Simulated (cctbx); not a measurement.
# Symmetry from intensities

Cell: a = 9.8840 Å, b = 9.8840 Å, c = 9.8840 Å, α = 90.00°, β = 90.00°, γ = 90.00°. Expected content of the cell: Tl8 Ti4 Cl24.

The data are simulated with cctbx, not measured: Cu Kα, λ = 1.54184 Å, to d = 0.83 Å, 50 % of the full sphere, strongest reflection 5000 counts, noise from counting, a 4 % proportional error and a noise floor of 4 counts (s.d.); no absorption.

A first pass over the reflections prints:

```text
3496 reflections to d = 0.832 A
centring   violations  <I/sigma> of those
    A          0 of  1711     -0.0
    B          0 of  1717     -0.0
    C          0 of  1744     -0.1
    I        167 of  1752      0.8
    R        414 of  2346      2.7
    F          0 of  2586     -0.0
Laue class    unique    Rint  (classes that these axes allow; Friedel mates merged)
F m m m           263   0.039
F m -3             94   0.042
F m -3 m           69   0.043
space group    extra absences  I>4sigma  <I/sigma>
F 4 3 2                 0          0         -  acentric
F -4 3 m                0          0         -  acentric
F m -3 m                0          0         -  centric
Wilson B = 0.73 A^2   <|E^2-1|> = 0.707 (0.968 centric, 0.736 acentric)   E^2>4: 0.0 %
shell (A)         n   <I/sigma>
 5.71 - 1.42     19     38.7
 1.42 - 1.13     15     36.4
 1.13 - 0.99     10     31.6
 0.99 - 0.90     12     46.8
 0.90 - 0.84     13     31.2
```

Q: Read the symmetry from these tables.

The reflections that A, B, C and F centring forbids are absent (⟨I/σ⟩ near 0), so the lattice is F. F holds A, B and C together.

Rint stays low (0.039 to 0.043) up to F m -3 m, the highest class in these axes.

3 settings pass the absence test. No glide or screw absences show, which leaves F 4 3 2, F -4 3 m and F m -3 m.

⟨|E²−1|⟩ = 0.707 leans to a non-centrosymmetric structure. Here that hint misleads: the statistic assumes many like atoms on general positions, and few, heavy or special-position atoms break it. The Wilson B of 0.73 Å² means U ≈ 0.0092 Å².

The true group is Fm-3m (no. 225), Laue class m-3m, centrosymmetric. The tables only narrow the choice to the tied entries; cell content, site symmetry and trial solutions must settle it.

The model is made up (kin elements in a known structure type, no relaxation), so it says nothing on whether the phase exists.

[Logs are printed without paths, hosts, clocks, repeated set-up lines and the standing remarks that a program may print on its own settings, such as how far it seeks lower states.]
